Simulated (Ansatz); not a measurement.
# Be4Bi2O (built on the sites of a database entry of Ca4Bi2O): phonons and vibrational spectra, part 3 of 3

How does Be4Bi2O (built on the sites of a database entry of Ca4Bi2O) vibrate, and is this structure a minimum?

Ansatz 0.2.0; DFT PBEsol, scalar-relativistic, plane waves, PAW.

So far. Step 4 (Tight relaxation): The largest force component left is 0.22 meV/Å and the pressure is 0.000 GPa, within the tolerances set. The cell now holds 14.73 Å³/atom. Step 5 (Linear response at the zone centre): Before it was imposed, the acoustic sum rule was missed by 1.2e-4 eV/Å². Small misses are needed for a sound result but don't prove that mesh and cutoff are converged. The relaxed cell has a = 4.151, c = 11.965 Å (conventional setting).

The structure was built from a prototype and need not be the compound's stable phase.

## Step 6: The dispersion

Stability and thermal properties need the whole zone. Linear response on a 2×2×2 q mesh gives force constants as far as a supercell of that size would.

The input, input.yaml:

```yaml
crystal:
  lattice:
    - [-2.0757496891, 2.0757496891, 5.9826857501]
    - [2.0757496891, -2.0757496891, 5.9826857501]
    - [2.0757496891, 2.0757496891, -5.9826857501]
  atoms:
    - { symbol: Be, position: [0.3699222426, 0.3699222426, 0.0] }
    - { symbol: Be, position: [0.5, 0.0, 0.5] }
    - { symbol: Be, position: [0.6300777574, 0.6300777574, 0.0] }
    - { symbol: Be, position: [0.0, 0.5, 0.5] }
    - { symbol: Bi, position: [0.1523523208, 0.1523523208, 0.0] }
    - { symbol: Bi, position: [0.8476476792, 0.8476476792, 0.0] }
    - { symbol: O, position: [0.5, 0.5, 0.0] }
kpoints:
  mp_grid: { grid: [12, 12, 12] }
hamiltonian:
  xc: pbesol
scf:
  occupations: { method: methfessel_paxton, width: 0.2 }
output:
  eigenvalues: true
phonons:
  method: dfpt
  qmesh: [2, 2, 2]
  temperatures: { t_max: 1000, t_step: 50 }
  qpath:
    path:
      - [[0.0, 0.0, 0.0], [0.0, 0.0, 0.5], [0.25, 0.25, 0.25], [0.0, 0.5, 0.0], [0.0, 0.0, 0.0], [0.5, 0.5, -0.5], [0.28009522, 0.71990478, -0.28009522]]
      - [[-0.28009522, 0.28009522, 0.28009522], [0.0, 0.0, 0.0]]
      - [[0.0, 0.0, 0.5], [-0.06019045, 0.06019045, 0.5]]
      - [[0.5, 0.5, -0.06019045], [0.5, 0.5, -0.5]]
    npoints: 10
```

Command:

```console
ansatz run input.yaml --threads 8 --pin off --max-ram 14336MiB --backend cpu --events-out ev --progress --plain --runs-dir out
```

Numbers of over 12 decimals in the logs are rounded to 6 here.

The program printed:

```text
Warning: phonons: the dynamical matrix that this run interpolates holds no multipole term above the dipole-dipole one, and a site of this crystal is no centre of inversion, so its interpolated transverse optical and acoustic branches and sound speeds can stay off near Gamma, and the density of states and the thermodynamics with them. What a run solves at a wave vector of phonons.qpoints, Gamma apart, where the deck admits one, is free of this, and under fd what a larger phonons.supercell samples
[...]
Crystal: 7 atoms, lattice volume = 103.111 Å³
Basis set: ecut = 420 eV, 2007 PW (Γ), exchange–correlation on 90×90×90 points (8 copies of the dense FFT grid, shifted against one another)
Bands: 29, of which v1, the nominal top of the filled ones, is band 22 counted from 1 (21 counted from 0)
Symmetry: 16 space group operations
k-points: 163 of 1728
[...]
SCF iter   1: F=—  HF=-25404.267266 eV  |F-HF|=—  |Δ(HF+E_count)|=         —  Δρ=9.23e-3  dr2=1.18e-1  ethr=1.77e-3  ⟨swp⟩=7.1  Hψ=24562  notcnv=0
[...]
SCF iter  11: F=-25404.230671 eV  HF=-25404.230671 eV  |F-HF|=3.64e-12  |Δ(HF+E_count)|=  1.46e-11  S|Δr|=    0.00e0  Δρ=7.13e-8  dr2=3.76e-12  ethr=1.00e-12  ⟨swp⟩=11.1  Hψ=26851  notcnv=0
SCF 1 converged in 11 iterations: F = -25404.230671 eV  dr2 = 3.76e-12
[...]
SCF iter  10: F=-25404.230671 eV  HF=-25404.230671 eV  |F-HF|=3.64e-12  |Δ(HF+E_count)|=  7.28e-12  S|Δr|=    0.00e0  Δρ=4.41e-9  dr2=2.34e-14  ethr=1.00e-12  ⟨swp⟩=3.0  Hψ=9301  notcnv=0
SCF 2 converged in 10 iterations: F = -25404.230671 eV  dr2 = 2.34e-14
phonons: the bands overlap, so this run is a metal and interpolates without the dipole-dipole term. If the crystal is really an insulator or semiconductor, its LO-TO splitting is missing
NSCF: frozen V_eff on 163 k-points
WARN: eigensolver did not converge in 10 slots of this pass, the one above among them; of largest residual over every band (k=48): 1 band(s) unlocked (lowest unlocked band 28, counted from 0; max residual 2.16e-3 eV among the unlocked bands, 2.16e-3 eV over every band); of lowest unlocked band (k=0): band 28
[...]
DFPT response loops at q = (0, 0, 0) (fractional): preconditioner auto → Kerker (q_TF=auto, 2.367 Å⁻¹) (partly filled bands, converged f_vac=0.000); β = 1.00, the filter's whole step (`scf.mixing.beta` (0.50) is not read by the response loops under this deck's `scf.mixing.preconditioner`; to damp them name `kerker` or `kerker_dos`, under which they read `scf.mixing.beta`, and type it under 1.00, their step now; both keys bind the ground state too); Broyden in place of MSR1
[...]
SCF converged after 11 iterations
[...]
Free energy (F): -25404.230671 eV
[...]
Internal energy: -25404.230905 eV  (E = F + TS)
E sigma→0 (E₀):  -25404.230730 eV
Entropy (-TS):   0.000233 eV (0.033 meV/atom)
Fermi energy:    10.861434 eV
[...]
--- Band table (eV; the first three rows and the last of 163) ---
  k-point 0: bands = [... 18 lower, 8.3535, 8.4655, 9.8904, 9.8904, 10.7094, 11.5479, 11.8790, 14.5929, ... 3 higher]
  k-point 1: bands = [... 18 lower, 7.9318, 8.9988, 9.4571, 9.4575, 11.3560, 12.3556, 12.4397, 14.1623, ... 3 higher]
  k-point 2: bands = [... 18 lower, 7.1225, 7.7609, 8.9679, 10.7570, 12.4620, 12.7760, 13.5358, 13.6632, ... 3 higher]
  k-point 162: bands = [... 18 lower, 8.5651, 8.5651, 10.2584, 10.2584, 10.5139, 10.6533, 12.4064, 12.9351, ... 3 higher]
--- Phonons (Γ-DFPT): 9 representative perturbations + reference (Σ response iterations 29) ---
  ASR residual: 1.153e-4 → 0.000e0 eV/Å²; symmetrization residual: 3.011e-6 eV/Å²
  ASR residual per site (eV/Å²): 1.64e-5 5.44e-5 1.64e-5 5.44e-5 2.81e-5 2.81e-5 1.15e-4
[...]
--- Phonons (arbitrary-q DFPT): 4 irreducible q on the 2×2×2 mesh ---
  q = [0.0000, 0.0000, 0.0000] (star 1, of the zone-centre solve; hermiticity 2.12e-7, symmetrization 5.15e-14): -441.99 -441.99 -225.16 -225.16 -208.36 -208.36 -0.00 -0.00 0.00 80.62 80.62 122.32 150.96 150.96 238.60 260.84 263.45 263.45 372.60 695.38 934.87
  q = [0.0000, 0.0000, -0.5000] (star 2, 9 solved perturbations in 3696 linear systems a pass and spin channel, the states on 476 of 1728 k-point pairs; hermiticity 1.57e-7, symmetrization 6.17e-14): -279.57 -238.40 -217.82 -177.12 -159.61 -92.19 -66.53 71.59 75.95 89.04 100.37 110.01 117.66 203.22 238.64 252.41 252.58 252.65 342.52 724.53 938.00
  q = [0.0000, -0.5000, 0.0000] (star 4, 15 solved perturbations on 476 of 1728 k-point pairs; hermiticity 1.98e-7, symmetrization 5.63e-14): -430.71 -179.93 -128.67 -33.33 24.91 50.82 52.23 67.87 70.06 83.85 98.72 106.30 160.93 214.44 217.89 265.41 279.03 369.19 371.81 729.16 921.37
[...]
sum rule: each row above includes the acoustic sum rule's correction from the zone centre's row sums; it moved no ω² by more than (1.40 cm⁻¹)²
  mesh force constants: q→R imaginary residual 2.65e-18; ASR residual 1.153e-4 → 0.000e0 eV/Å²; symmetrization residual 1.066e-14 eV/Å²
  interpolated dispersion: 94 rows × 21 modes
  density of states and harmonic sums: on the 16×16×22 q-mesh, interpolated from the force constants of a 2×2×2 supercell (no non-analytic term)
  largest difference from the sums on the solved wave vectors: F 8.61e-2 eV, S 1.25e-4 and C_V 3.87e-5 eV/K
  zero-point energy: 0.239519 eV/cell   skipped modes (ω ≤ 0): 8835, of them read as no rigid motion or as one in doubt: 8832 (6.077e0 modes/cell left out, lowest -443.10 cm⁻¹)   left out of the sums: 2.89e-1 of the cell's modes: C_V's classical limit lies that fraction below 3 k_B per atom; for a crystal, a wire or a layer, F and S can be off by more, and a phonons.interpolated_qmesh denser along its periods is the remedy for the sampling
```

Wall time 13 min (8 threads of AMD EPYC 7R43, shared host); peak memory 4 GiB.

Numbers from this step:

| Quantity | Value |
| --- | --- |
| sum-rule residual before enforcement | 1.15e-4 eV/Å² |
| lowest frequency on the path | -443.1 cm⁻¹ |
| highest frequency on the path or at a solved wavevector | 957.3 cm⁻¹ |
| lowest mode on the q mesh (acoustic modes at Γ apart) | -443.1 cm⁻¹ |

Frequencies (cm⁻¹) solved at each irreducible wavevector; negative means imaginary. Frequencies by wavevector, by row:

```csv
q in reciprocal lattice units,star,mode 1,mode 2,mode 3,mode 4,mode 19,mode 20,mode 21
0 0 0,1,-442,-442,-225.2,-225.2,372.6,695.4,934.9
0 0 -0.5,2,-279.6,-238.4,-217.8,-177.1,342.5,724.5,938
0 -0.5 0,4,-430.7,-179.9,-128.7,-33.3,371.8,729.2,921.4
-0.5 -0.5 -0.5,1,-443.1,-443.1,-219.2,-219.2,405.6,707.5,957.3
```

Interpolated from a 2×2×2 q mesh, rough between the solved points. Phonon branches along the path, in cm⁻¹:

```csv
point,branch 1,branch 2,branch 3,branch 4,branch 18,branch 19,branch 20,branch 21
Γ,-442,-442,-225,-225,264,373,695,935
halfway,-383,-328,-130,-110,310,332,718,926
X,-280,-238,-218,-177,253,342,724,938
halfway,-280,-236,-222,-174,253,344,724,938
P,-280,-229,-229,-168,253,345,724,938
halfway,-373,-171,-153,-121,305,346,726,930
N,-431,-180,-129,-33,369,372,729,921
halfway,-436,-352,-151,-133,303,366,712,928
Γ,-442,-442,-225,-225,264,373,695,935
halfway,-442,-442,-222,-222,264,390,701,946
M,-443,-443,-219,-219,270,406,708,957
halfway,-438,-374,-171,-170,297,382,717,944
S,-431,-224,-87,-76,348,368,729,924
jump to S0,-431,-224,-87,-76,348,368,729,924
halfway,-434,-330,-131,-121,305,364,715,924
Γ,-442,-442,-225,-225,264,373,695,935
jump to X,-280,-238,-218,-177,253,342,724,938
halfway,-285,-238,-210,-175,258,342,725,938
R,-297,-239,-191,-170,266,341,725,937
jump to G′,-297,-239,-191,-170,266,341,725,937
halfway,-392,-358,-155,-142,310,356,721,939
M,-443,-443,-219,-219,270,406,708,957
```

Tetrahedra on a 16×16×22 mesh, mean over bins of 20 cm-1. Interpolated from a 2×2×2 q mesh, rough between the solved points. Phonon density of states against wavenumber; read off at these points:

wavenumber (cm⁻¹), phonon density of states (1/cm⁻¹/cell) and a bar:
```
     -450      0.002 
     -410      0.012 ###
     -370      0.008 ##
     -330      0.006 ##
     -290      0.005 #
     -250      0.005 #
     -210      0.013 ###
     -190      0.017 ####
     -150      0.023 ######
     -130      0.031 ########
     -110      0.027 #######
      -70      0.029 ########
      -30      0.009 ##
       10      0.007 ##
       50      0.036 #########
       70      0.116 ##############################
       90      0.069 ##################
      130      0.021 #####
      170      0.017 ####
      210      0.027 #######
      250      0.036 #########
      270      0.075 ###################
      310      0.016 ####
      350      0.025 #######
      390      0.003 #
      430      0.000 
      470      0.000 
      510      0.000 
      550      0.000 
      590      0.000 
      630      0.000 
      670      0.000 
      710      0.016 ####
      730      0.034 #########
      770      0.000 
      810      0.000 
      850      0.000 
      890      0.000 
      930      0.044 ############
      970      0.000
```

The partial phonon density of states has structure finer than the step of the table below, so its rows give means over 50 cm⁻¹, whole bins alone (the curve runs from -453 to 996 cm⁻¹). Peaks (cm⁻¹: height): Be -425.7: 0.0111, -125.0: 0.0265, 266.8: 0.0566, 339.7: 0.0238, 722.4: 0.0323, 932.0: 0.0163; Bi 75.5: 0.0914; O -425.7: 0.00656, -79.4: 0.00358, 203.0: 0.00858, 932.0: 0.0162.

Phonopy on the run's constants, 15x15x19 mesh, Gaussian sigma 10.3 cm-1. Interpolated from a 2×2×2 q mesh, rough between the solved points. Partial phonon density of states against wavenumber; means over each step; values in 1/cm⁻¹/cell:

```csv
wavenumber (cm⁻¹),Be,Bi,O
-400,0.00728,1.0e-5,0.00417
-350,0.00438,1.0e-5,0.00234
-300,0.00313,1.0e-5,0.00179
-250,0.00298,3.2e-5,0.00235
-200,0.0115,1.1e-4,0.00217
-150,0.0211,4.0e-4,0.00166
-100,0.0229,0.00187,0.00293
-50,0.0135,0.00305,0.00235
0,0.00276,0.00375,7.0e-4
50,0.00528,0.0471,0.00115
100,0.00631,0.0547,0.00246
150,0.00764,0.00542,0.00671
200,0.0140,9.0e-4,0.00747
250,0.0381,0.00184,0.00503
300,0.0219,5.8e-4,0.00244
350,0.0198,1.9e-4,0.00144
400,0.00316,3.9e-5,2.8e-4
450,6.1e-6,0,5.8e-7
500,0,0,0
550,0,0,0
600,0,0,0
650,1.4e-5,0,0
700,0.0121,9.5e-6,5.1e-6
750,0.00787,6.9e-6,2.2e-6
800,2.1e-7,0,0
850,0,0,0
900,0.00317,1.3e-6,0.00311
950,0.00686,2.3e-6,0.00684
```

Symmetry leaves 4 wavevectors to solve. The lowest mode among them, the acoustic zeros apart, lies at q = (-0.5, -0.5, -0.5) and is imaginary, 443.1i cm⁻¹, so the energy falls along it.

## Step 7: Isotope substitution

An isotope changes the mass and not the force constants, so no new electronic calculation is needed; the shifts show which modes move this element.

The same force constants with the mass of O changed from 15.999 to 17.999 u (phonopy, no LO-TO term). Both lists are sorted by frequency; levels can cross, so a row need not hold one and the same mode. Modes under 3 cm⁻¹ are left out. Isotope shifts, by row, the first 40 of 60 rows:

```csv
q,rank,natural mass (cm⁻¹),changed mass (cm⁻¹)
0 0 0,1,-442,-431.8
0 0 0,2,-442,-431.8
0 0 0,3,-225.2,-225.1
0 0 0,4,-225.2,-225.1
0 0 0,5,-208.4,-208.4
0 0 0,6,-208.4,-208.4
0 0 0,10,80.62,80.62
0 0 0,11,80.62,80.62
0 0 0,12,122.3,122.3
0 0 0,13,151,146.2
0 0 0,14,151,146.2
0 0 0,15,238.6,238.6
0 0 0,16,260.8,254.8
0 0 0,17,263.4,263.1
0 0 0,18,263.4,263.1
0 0 0,19,372.6,371
0 0 0,20,695.4,695.4
0 0 0,21,934.9,908.1
0 0 -0.5,1,-279.6,-279.6
0 0 -0.5,2,-238.4,-230.3
0 0 -0.5,3,-217.8,-211.6
0 0 -0.5,4,-177.1,-177.1
0 0 -0.5,5,-159.6,-159.6
0 0 -0.5,6,-92.19,-90.79
0 0 -0.5,7,-66.53,-65.05
0 0 -0.5,8,71.59,71.59
0 0 -0.5,9,75.95,75.85
0 0 -0.5,10,89.04,89.04
0 0 -0.5,11,100.4,100.4
0 0 -0.5,12,110,109
0 0 -0.5,13,117.7,116.8
0 0 -0.5,14,203.2,203.2
0 0 -0.5,15,238.6,238.6
0 0 -0.5,16,252.4,245.3
0 0 -0.5,17,252.6,252.4
0 0 -0.5,18,252.7,252.7
0 0 -0.5,19,342.5,342.5
0 0 -0.5,20,724.5,724.5
0 0 -0.5,21,938,911.8
0 -0.5 0,1,-430.7,-422.1
```

A mode of this element alone would shift by -5.72 %. The highest zone-centre frequency without the field goes from 934.9 to 908.1 cm⁻¹ (-2.9 %).

## Step 8: Results

* space group after relaxation (within 0.01 Å): I4/mmm
* volume per atom: 14.7 Å³
* electronic character: no gap on this mesh
* highest optical mode at the zone centre (no LO-TO term): 935 cm⁻¹
* lowest optical zone-centre mode: -442 cm⁻¹
* lowest mode on the q mesh (acoustic modes at Γ apart): -443 cm⁻¹
* highest frequency on the path or at a solved wavevector: 957 cm⁻¹
* imaginary modes on the 2×2×2 q mesh: yes

Modes are clearly imaginary (beyond 10i cm⁻¹) at 4 of the 4 irreducible wavevectors, most at q = (-0.5, -0.5, -0.5) (443.1i cm⁻¹), so this structure is not a minimum of the energy. The optical modes at Γ span -442 to 935 cm⁻¹ (negative means imaginary). The q mesh stands for a supercell only 8.3 Å across, so branches between the solved wavevectors are rough. With no gap, or one that is small against the smearing, the frequencies hang on the k mesh and the smearing, most of all near Kohn anomalies. Spin-orbit coupling is left out, which can matter for the heavy elements here. A phonon run warned that its eigensolver left some bands unconverged in a pass. The starting cell was built on a prototype and not taken from a measurement, so the phase need not exist. These are harmonic frequencies at zero temperature: anharmonic shifts, linewidths and thermal expansion are left out.

[Logs are printed without paths, hosts, clocks, repeated set-up lines and the standing remarks that a program may print on its own settings, such as how far it seeks lower states.]

[Hosts, paths, dates, database ids (printed as entryN), source tags and the programs' standing remarks are cut or masked in the printed files.]
